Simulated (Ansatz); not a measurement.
# Te2As (hypothetical, Fm-3m): phonons against volume, part 3 of 4

Wanted: mode Grüneisen parameters of Te2As (hypothetical) and a free-energy fit over volumes. The crystal structure is hypothetical: it was made by swapping elements on a known structure type.

Ansatz 0.2.0; DFT PBE, scalar-relativistic, plane waves, PAW.

So far. Step 2 (Probe on a coarse mesh): The start is under 25 GPa at this level and looks like a metal on this mesh. Step 5 (Tight relaxation): The residual pressure is -0.0019 GPa, small enough for phonons.

### 6. Phonons, V/V0 1

The same q-mesh and k-mesh are kept at every volume, so that much of their error can cancel in the differences.

input.yaml

```yaml
crystal:
  lattice:
    - [0.0, 3.5515593932, 3.5515593932]
    - [3.5515593932, 0.0, 3.5515593932]
    - [3.5515593932, 3.5515593932, 0.0]
  atoms:
    - { symbol: As, position: [0.0, 0.0, 0.0] }
    - { symbol: Te, position: [0.75, 0.75, 0.75] }
    - { symbol: Te, position: [0.25, 0.25, 0.25] }
kpoints:
  mp_grid: { grid: [10, 10, 10] }
hamiltonian:
  xc: pbe
scf:
  occupations: { method: methfessel_paxton, width: 0.15 }
output:
  eigenvalues: true
phonons:
  method: dfpt
  qmesh: [2, 2, 2]
  temperatures: { t_max: 1000, t_step: 50 }
  qpath:
    path:
      - [[0.0, 0.0, 0.0], [0.5, 0.0, 0.5], [0.625, 0.25, 0.625]]
      - [[0.375, 0.375, 0.75], [0.0, 0.0, 0.0], [0.5, 0.5, 0.5], [0.5, 0.25, 0.75], [0.5, 0.0, 0.5]]
    npoints: 10
```

The run is started by

```
> ansatz run input.yaml --threads 4 --pin off --max-ram 8192MiB --backend cpu --events-out ev --progress --plain --runs-dir out
```

Numbers of over 12 decimals in the logs are rounded to 6 here.

The program printed:

```text
[...]
Crystal: 3 atoms, lattice volume = 89.596 Å³
Basis set: ecut = 420 eV, 1807 PW (Γ), exchange–correlation on 72×72×72 points (8 copies of the dense FFT grid, shifted against one another)
Bands: 29, of which v1, the nominal top of the filled ones, is band 24 counted from 1 (23 counted from 0)
Symmetry: 48 space group operations
k-points: 47 of 1000
[...]
SCF iter   1: F=—  HF=-18815.011229 eV  |F-HF|=—  |Δ(HF+E_count)|=         —  Δρ=4.37e-3  dr2=4.71e-2  ethr=1.77e-3  ⟨swp⟩=6.6  Hψ=5880  notcnv=0
[...]
SCF iter   9: F=-18815.000499 eV  HF=-18815.000499 eV  |F-HF|=7.28e-12  |Δ(HF+E_count)|=  3.64e-12  S|Δr|=    0.00e0  Δρ=3.30e-8  dr2=9.27e-13  ethr=1.00e-12  ⟨swp⟩=9.6  Hψ=6451  notcnv=0
SCF 1 converged in 9 iterations: F = -18815.000499 eV  dr2 = 9.27e-13
[...]
phonons: the bands overlap, so this run is a metal and interpolates without the dipole-dipole term. If the crystal is really an insulator or semiconductor, its LO-TO splitting is missing
NSCF: frozen V_eff on 47 k-points
WARN: eigensolver did not converge in 3 slots of this pass, the one above among them; of largest residual over every band (k=29): 1 band(s) unlocked (lowest unlocked band 28, counted from 0; max residual 1.03e-4 eV among the unlocked bands, 1.03e-4 eV over every band); of lowest unlocked band (k=25): band 28
[...]
DFPT response loops at q = (0, 0, 0) (fractional): preconditioner auto → Kerker (q_TF=auto, 2.450 Å⁻¹) (partly filled bands, converged f_vac=0.065); β = 1.00, the filter's whole step (`scf.mixing.beta` (0.50) is not read by the response loops under this deck's `scf.mixing.preconditioner`; to damp them name `kerker` or `kerker_dos`, under which they read `scf.mixing.beta`, and type it under 1.00, their step now; both keys bind the ground state too); Broyden in place of MSR1
[...]
SCF converged after 9 iterations
[...]
Free energy (F): -18815.000499 eV
[...]
Internal energy: -18814.996699 eV  (E = F + TS)
E sigma→0 (E₀):  -18814.999549 eV
Entropy (-TS):   -0.003800 eV (-1.267 meV/atom)
Fermi energy:    9.302558 eV
[...]
--- Band table (eV; the first three rows and the last of 47) ---
  k-point 0: bands = [... 20 lower, 6.0630, 6.3955, 6.3955, 6.3955, 10.2810, 10.2810, 10.2810, 13.6432, ... 1 higher]
  k-point 1: bands = [... 20 lower, 5.8325, 6.6270, 6.6270, 7.2085, 10.1821, 10.2161, 10.2161, 13.9838, ... 1 higher]
  k-point 2: bands = [... 20 lower, 5.5485, 6.8742, 6.8742, 8.2241, 10.1176, 10.1944, 10.1944, 14.8291, ... 1 higher]
  k-point 46: bands = [... 20 lower, 6.6016, 6.7114, 9.9570, 10.0204, 10.3567, 10.9405, 11.1526, 15.0470, ... 1 higher]
--- Phonons (Γ-DFPT): 2 representative perturbations + reference (Σ response iterations 6) ---
  ASR residual: 6.932e-5 → 0.000e0 eV/Å²; symmetrization residual: 5.218e-6 eV/Å²
  ASR residual per site (eV/Å²): 5.50e-6 6.93e-5 6.93e-5
  Γ frequencies (cm⁻¹): -27.91 -27.91 -27.91 0.00 0.00 0.00 79.77 79.77 79.77
--- Phonons (arbitrary-q DFPT): 3 irreducible q on the 2×2×2 mesh ---
  q = [0.0000, 0.0000, 0.0000] (star 1, of the zone-centre solve; hermiticity 6.80e-6, symmetrization 3.21e-11): -27.91 -27.91 -27.91 -0.00 -0.00 -0.00 79.77 79.77 79.77
  q = [0.0000, 0.0000, -0.5000] (star 4, 2 solved perturbations on 282 of 1000 k-point pairs; hermiticity 3.01e-5, symmetrization 3.91e-11): -64.27 -64.27 -50.50 21.47 21.47 41.59 41.59 68.16 72.53
  q = [0.0000, -0.5000, -0.5000] (star 3, 4 solved perturbations in 546 linear systems a pass and spin channel, the states on 171 of 1000 k-point pairs; hermiticity 6.76e-7, symmetrization 2.72e-12): -71.28 -71.28 -67.77 40.06 40.06 49.67 72.69 72.69 98.84
  sum rule: each row above includes the acoustic sum rule's correction from the zone centre's row sums; it moved no ω² by more than (0.38 cm⁻¹)²
  mesh force constants: q→R imaginary residual 1.24e-16; ASR residual 6.932e-5 → 0.000e0 eV/Å²; symmetrization residual 1.332e-15 eV/Å²
  interpolated dispersion: 62 rows × 9 modes
  density of states and harmonic sums: on the 16×16×16 q-mesh, interpolated from the force constants of a 2×2×2 supercell (no non-analytic term)
  largest difference from the sums on the solved wave vectors: F 8.68e-2 eV, S 1.23e-4 and C_V 3.58e-5 eV/K
  zero-point energy: 0.017501 eV/cell   skipped modes (ω ≤ 0): 529, of them read as no rigid motion or as one in doubt: 526 (3.790e0 modes/cell left out, lowest -72.08 cm⁻¹)   left out of the sums: 4.21e-1 of the cell's modes: C_V's classical limit lies that fraction below 3 k_B per atom; for a crystal, a wire or a layer, F and S can be off by more, and a phonons.interpolated_qmesh denser along its periods is the remedy for the sampling
```

Elapsed: 60 s, on 4 threads of AMD EPYC 9R14 (Zen 4), shared host; peak memory 2 GiB; 3.8 min of CPU time.

This step gave:

```
lowest frequency on the path : -72.08 cm⁻¹
point group                  : m-3m
highest frequency            : 98.84 cm⁻¹
```

No LO-TO term. The phonon branches at the labelled points (cm⁻¹):

| point | branch 1 | branch 2 | branch 3 | branch 4 | branch 5 | branch 6 | branch 7 | branch 8 | branch 9 |
| --- | --- | --- | --- | --- | --- | --- | --- | --- | --- |
| Γ | -28 | -28 | -28 | 0 | 0 | 0 | 80 | 80 | 80 |
| halfway | -58 | -58 | 21 | 21 | 26 | 26 | 69 | 74 | 74 |
| X | -71 | -71 | -68 | 40 | 40 | 50 | 73 | 73 | 99 |
| halfway | -70 | -69 | -65 | 35 | 36 | 46 | 71 | 73 | 96 |
| U | -68 | -62 | -60 | 15 | 21 | 42 | 65 | 74 | 90 |
| jump to K | -68 | -62 | -60 | 15 | 21 | 42 | 65 | 74 | 90 |
| halfway | -57 | -52 | -37 | 11 | 38 | 41 | 59 | 60 | 75 |
| Γ | -28 | -28 | -28 | 0 | 0 | 0 | 80 | 80 | 80 |
| halfway | -50 | -50 | -38 | 24 | 24 | 50 | 61 | 61 | 73 |
| L | -64 | -64 | -50 | 22 | 22 | 42 | 42 | 68 | 72 |
| halfway | -67 | -55 | -51 | -27 | -18 | 49 | 52 | 76 | 78 |
| W | -72 | -44 | -44 | -39 | -39 | 56 | 56 | 84 | 84 |
| halfway | -72 | -64 | -62 | 22 | 32 | 47 | 67 | 76 | 94 |
| X | -71 | -71 | -68 | 40 | 40 | 50 | 73 | 73 | 99 |

The phonon branches as a text plot (rows in cm⁻¹):

```
     95 |         ********                                   ****
     88 |        *        **                               **
     81 |***    *           ***     ******            *******
     74 |  **************************    **************      ****
     67 |      *        ***    * ***       *   *****         **
     60 |   ***            *    *           ***            **
     53 |            *      **** *          **       ********   *
     45 |   ***   *** ***** ****           *  *** ****       ***
     38 |        *******   *    * **             *            ***
     31 |  *    **      *        *  *     *                   *
     24 |    ***         **    *  **     * *******           *
     17 | * *             *      *  **    *       **
     10 |  *                 ** * ****  **         **       *
      3 |**                *         ****                    *
     -4 |    **
    -12 |                   *  *                    **
    -19 |   *              * **                      **     *
    -26 |***                *        ****             ***
    -33 | *     *                *****  ****           **  *
    -40 |  *                   ** ***     * **           ***
    -47 |   *                **  ***       ** *****    *****
    -54 |    **  *         **  ***           *     *****    *
    -61 |      ** **    *** ****              ********       **
    -69 |        ***********                        *************
         Γ           X  U|K            Γ         L        W     X
```

Tetrahedra on 16 16 16, mean over bins of 2 cm⁻¹. The phonon density of states by wavenumber; read off at these points:

| wavenumber (cm⁻¹) | phonon density of states (1/cm⁻¹/cell) |
| --- | --- |
| -73.0 | 1.6e-4 |
| -67.0 | 0.0945 |
| -61.0 | 0.129 |
| -59.0 | 0.159 |
| -55.0 | 0.0819 |
| -51.0 | 0.0853 |
| -49.0 | 0.072 |
| -43.0 | 0.0353 |
| -37.0 | 0.0258 |
| -31.0 | 0.0327 |
| -25.0 | 0.0371 |
| -19.0 | 0.0306 |
| -13.0 | 0.0225 |
| -7.0 | 0.0189 |
| -1.0 | 0.0179 |
| 5.0 | 0.0191 |
| 11.0 | 0.0249 |
| 15.0 | 0.0444 |
| 19.0 | 0.0574 |
| 21.0 | 0.0566 |
| 27.0 | 0.0431 |
| 33.0 | 0.0314 |
| 39.0 | 0.0416 |
| 43.0 | 0.0994 |
| 45.0 | 0.0960 |
| 51.0 | 0.0516 |
| 57.0 | 0.0678 |
| 63.0 | 0.0577 |
| 69.0 | 0.0762 |
| 73.0 | 0.218 |
| 75.0 | 0.203 |
| 81.0 | 0.0498 |
| 87.0 | 0.0278 |
| 93.0 | 0.0147 |
| 99.0 | 5.1e-4 |

Phonopy on the run's constants, 13x13x13 mesh, Gaussian sigma 2.0 cm⁻¹. Table of modes by wavenumber; read off at these points; values in 1/cm⁻¹/cell:

| wavenumber (cm⁻¹) | As | Te |
| --- | --- | --- |
| -80.0 | 4.2e-6 | 0 |
| -75.0 | 0.00463 | 7.1e-5 |
| -70.0 | 0.0641 | 0.00223 |
| -65.0 | 0.0930 | 0.0144 |
| -60.0 | 0.102 | 0.0315 |
| -55.0 | 0.0576 | 0.0317 |
| -50.0 | 0.0404 | 0.0313 |
| -45.0 | 0.0286 | 0.0161 |
| -40.0 | 0.0184 | 0.0125 |
| -35.0 | 0.0177 | 0.0139 |
| -30.0 | 0.0184 | 0.0114 |
| -25.0 | 0.0182 | 0.0232 |
| -20.0 | 0.0168 | 0.0177 |
| -15.0 | 0.0116 | 0.0215 |
| -10.0 | 0.00704 | 0.0136 |
| -5.0 | 0.00141 | 0.00761 |
| 0.0 | 9.2e-4 | 0.00385 |
| 5.0 | 0.00145 | 0.0085 |
| 10.0 | 0.00502 | 0.0232 |
| 15.0 | 0.0122 | 0.0387 |
| 17.7 | 0.0159 | 0.0430 |
| 20.0 | 0.0138 | 0.0378 |
| 25.0 | 0.00697 | 0.0386 |
| 30.0 | 0.00818 | 0.0347 |
| 35.0 | 0.00691 | 0.0321 |
| 40.0 | 0.00786 | 0.0481 |
| 45.0 | 0.0124 | 0.0736 |
| 50.0 | 0.00445 | 0.0573 |
| 55.0 | 0.00233 | 0.0576 |
| 60.0 | 0.00159 | 0.0524 |
| 65.0 | 0.00232 | 0.0578 |
| 70.0 | 0.00379 | 0.0966 |
| 73.4 | 0.00904 | 0.169 |
| 75.0 | 0.00845 | 0.159 |
| 80.0 | 0.00287 | 0.0636 |
| 85.0 | 9.6e-4 | 0.0342 |
| 90.0 | 3.1e-4 | 0.0208 |
| 95.0 | 7.7e-5 | 0.0111 |
| 100.0 | 8.3e-7 | 0.00159 |
| 105.0 | 0 | 0 |

No LO-TO term. The modes at Γ (shares of kinetic energy by element, %) (negative means imaginary):

| mode | frequency (cm⁻¹) | symmetry | As % | Te % |
| --- | --- | --- | --- | --- |
| 1 | -27.9 | T1u | 77 | 23 |
| 2 | -27.9 | T1u | 77 | 23 |
| 3 | -27.9 | T1u | 77 | 23 |
| 4 | 0.0 | T1u | 23 | 77 |
| 5 | 0.0 | T1u | 23 | 77 |
| 6 | 0.0 | T1u | 23 | 77 |
| 7 | 79.8 | T2g | 0 | 100 |
| 8 | 79.8 | T2g | 0 | 100 |
| 9 | 79.8 | T2g | 0 | 100 |

Displacements in mode 2 (-27.9 cm⁻¹), the largest set to 1:
```
As1 -0.39 -0.80  1.00
Te2  0.11  0.24 -0.29
Te3  0.11  0.24 -0.29
```

Displacements in mode 9 (79.8 cm⁻¹), the largest set to 1:
```
As1  0.00  0.00  0.00
Te2 -1.00  0.56 -0.23
Te3  1.00 -0.56  0.23
```

The lowest solved frequency is -71.3 cm⁻¹, so the cell is unstable here and gives no valid free energy.

### 7. Single point at a scaled cell, V/V0 1.015

Symmetry fixes every atom, so a single point at the scaled cell gives the energy and pressure of this member.

The cell differs from the one that the last finished run ended in (a 5.023 → 5.048 Å, b 5.023 → 5.048 Å, c 5.023 → 5.048 Å).

input.yaml, the sections that differ from step 6:

```yaml
crystal:
  lattice:
    - [0.0, 3.5692291338, 3.5692291338]
    - [3.5692291338, 0.0, 3.5692291338]
    - [3.5692291338, 3.5692291338, 0.0]
  atoms:
    - { symbol: As, position: [0.0, 0.0, 0.0] }
    - { symbol: Te, position: [0.75, 0.75, 0.75] }
    - { symbol: Te, position: [0.25, 0.25, 0.25] }
output:
  forces: true
  stress: true
  eigenvalues: true
# kpoints, hamiltonian, scf: as in step 6
# phonons: removed
```

The program printed:

```text
[...]
Crystal: 3 atoms, lattice volume = 90.940 Å³
Basis set: ecut = 420 eV, 1807 PW (Γ), exchange–correlation on 72×72×72 points (8 copies of the dense FFT grid, shifted against one another)
Bands: 29, of which v1, the nominal top of the filled ones, is band 24 counted from 1 (23 counted from 0)
Symmetry: 48 space group operations
[...]
k-points: 47 of 1000
[...]
SCF iter   1: F=—  HF=-18815.007818 eV  |F-HF|=—  |Δ(HF+E_count)|=         —  Δρ=4.25e-3  dr2=4.58e-2  ethr=1.77e-3  ⟨swp⟩=6.6  Hψ=5865  notcnv=0
[...]
SCF iter   6: F=-18814.997478 eV  HF=-18814.997478 eV  |F-HF|=1.57e-8  |Δ(HF+E_count)|=   4.08e-7  S|Δr|=    0.00e0  Δρ=5.72e-6  dr2=3.08e-8  ethr=2.13e-10  ⟨swp⟩=9.2  Hψ=5934  notcnv=0
SCF 1 converged in 6 iterations: F = -18814.997478 eV  dr2 = 3.08e-8
[...]
SCF converged after 6 iterations
[...]
Free energy (F): -18814.997478 eV
[...]
Internal energy: -18814.994007 eV  (E = F + TS)
E sigma→0 (E₀):  -18814.996610 eV
Entropy (-TS):   -0.003471 eV (-1.157 meV/atom)
Fermi energy:    9.075673 eV
[...]
--- Stress (GPa, compression-positive) ---
       -0.711140       0.000000       0.000000
        0.000000      -0.711140       0.000000
        0.000000       0.000000      -0.711140
  P = ⅓ Tr σ = -0.7111 GPa (-7.111 kbar)
--- Band table (eV; the first three rows and the last of 47) ---
  k-point 0: bands = [... 20 lower, 5.9000, 6.2242, 6.2242, 6.2242, 10.0565, 10.0565, 10.0565, 13.4572, ... 1 higher]
  k-point 1: bands = [... 20 lower, 5.6723, 6.4526, 6.4526, 7.0216, 9.9573, 9.9958, 9.9958, 13.7886, ... 1 higher]
  k-point 2: bands = [... 20 lower, 5.3923, 6.6966, 6.6966, 8.0154, 9.8861, 9.9777, 9.9777, 14.6139, ... 1 higher]
  k-point 46: bands = [... 20 lower, 6.4097, 6.5124, 9.7139, 9.8149, 10.1006, 10.6808, 10.8949, 14.8010, ... 1 higher]
```

The job ended after 1 s (4 threads; peak memory 0.52 GiB).

Numbers from this step:

```yaml
pressure: -0.7111 GPa
volume_per_atom: 30.31 Å³
```

The run ends at a pressure of -0.71 GPa.

### 8. Lattice dynamics at this volume, V/V0 1.015

The same q-mesh and k-mesh are kept at every volume, so that much of their error can cancel in the differences.

input.yaml, the sections that differ from step 7:

```yaml
output:
  eigenvalues: true
phonons:
  method: dfpt
  qmesh: [2, 2, 2]
  temperatures: { t_max: 1000, t_step: 50 }
  qpath:
    path:
      - [[0.0, 0.0, 0.0], [0.5, 0.0, 0.5], [0.625, 0.25, 0.625]]
      - [[0.375, 0.375, 0.75], [0.0, 0.0, 0.0], [0.5, 0.5, 0.5], [0.5, 0.25, 0.75], [0.5, 0.0, 0.5]]
    npoints: 10
# crystal, kpoints, hamiltonian, scf: as in step 7
```

The program printed:

```text
[...]
Crystal: 3 atoms, lattice volume = 90.940 Å³
Basis set: ecut = 420 eV, 1807 PW (Γ), exchange–correlation on 72×72×72 points (8 copies of the dense FFT grid, shifted against one another)
Bands: 29, of which v1, the nominal top of the filled ones, is band 24 counted from 1 (23 counted from 0)
Symmetry: 48 space group operations
k-points: 47 of 1000
[...]
k-point 46: bands = [... 20 lower, 6.4098, 6.5125, 9.7140, 9.8150, 10.1007, 10.6809, 10.8950, 14.8009, ... 1 higher]
[...]
ASR residual: 5.062e-5 → 0.000e0 eV/Å²; symmetrization residual: 6.486e-6 eV/Å²
  ASR residual per site (eV/Å²): 4.73e-6 5.06e-5 5.06e-5
  Γ frequencies (cm⁻¹): -39.75 -39.75 -39.75 0.00 0.00 0.00 77.57 77.57 77.57
--- Phonons (arbitrary-q DFPT): 3 irreducible q on the 2×2×2 mesh ---
[...]
interpolated dispersion: 62 rows × 9 modes
[...]
[key lines of the parts left out:]
SCF converged after 8 iterations
Free energy (F): -18814.997478 eV
Fermi energy:    9.075745 eV
```

The job ended after 61 s (4 threads; peak memory 2 GiB).

The lowest solved frequency is -74.6 cm⁻¹, so the cell is unstable here and gives no valid free energy. The highest zone-centre mode (no LO–TO term) moved by -2.8 % for a volume change of +1.5 %.

### 9. A cell at another volume, V/V0 0.985

Symmetry fixes every atom, so a single point at the scaled cell gives the energy and pressure of this member.

The cell differs from the one that the last finished run ended in (a 5.048 → 4.997 Å, b 5.048 → 4.997 Å, c 5.048 → 4.997 Å).

input.yaml, the sections that differ from step 8:

```yaml
crystal:
  lattice:
    - [0.0, 3.5337120599, 3.5337120599]
    - [3.5337120599, 0.0, 3.5337120599]
    - [3.5337120599, 3.5337120599, 0.0]
  atoms:
    - { symbol: As, position: [0.0, 0.0, 0.0] }
    - { symbol: Te, position: [0.75, 0.75, 0.75] }
    - { symbol: Te, position: [0.25, 0.25, 0.25] }
output:
  forces: true
  stress: true
  eigenvalues: true
# kpoints, hamiltonian, scf: as in step 8
# phonons: removed
```

The program printed:

```text
[...]
Crystal: 3 atoms, lattice volume = 88.252 Å³
Basis set: ecut = 420 eV, 1759 PW (Γ), exchange–correlation on 72×72×72 points (8 copies of the dense FFT grid, shifted against one another)
Bands: 29, of which v1, the nominal top of the filled ones, is band 24 counted from 1 (23 counted from 0)
Symmetry: 48 space group operations
[...]
k-points: 47 of 1000
[...]
k-point 0: bands = [... 20 lower, 6.2304, 6.5715, 6.5715, 6.5715, 10.5113, 10.5113, 10.5113, 13.8346, ... 1 higher]
  k-point 1: bands = [... 20 lower, 5.9971, 6.8061, 6.8061, 7.4006, 10.4125, 10.4416, 10.4416, 14.1848, ... 1 higher]
  k-point 2: bands = [... 20 lower, 5.7103, 7.0566, 7.0566, 8.4386, 10.3550, 10.4161, 10.4161, 15.0506, ... 1 higher]
  k-point 46: bands = [... 20 lower, 6.7993, 6.9164, 10.2070, 10.2307, 10.6201, 11.2075, 11.4172, 15.3007, ... 1 higher]
[key lines of the parts left out:]
SCF converged after 6 iterations
Free energy (F): -18814.997351 eV
Fermi energy:    9.535422 eV
P = ⅓ Tr σ = 0.7631 GPa (7.631 kbar)
```

It took 1 s on 4 threads; peak memory 0.49 GiB.

The run ends at a pressure of 0.76 GPa.

(Part 3 of 4 ends here.)

[Logs are printed without paths, hosts, clocks, repeated set-up lines and the standing remarks that a program may print on its own settings, such as how far it seeks lower states.]

[Hosts, paths, dates, database ids (printed as entryN), source tags and the programs' standing remarks are cut or masked in the printed files.]

[A step with changed settings may run another functional than the one named; its input shows which.]


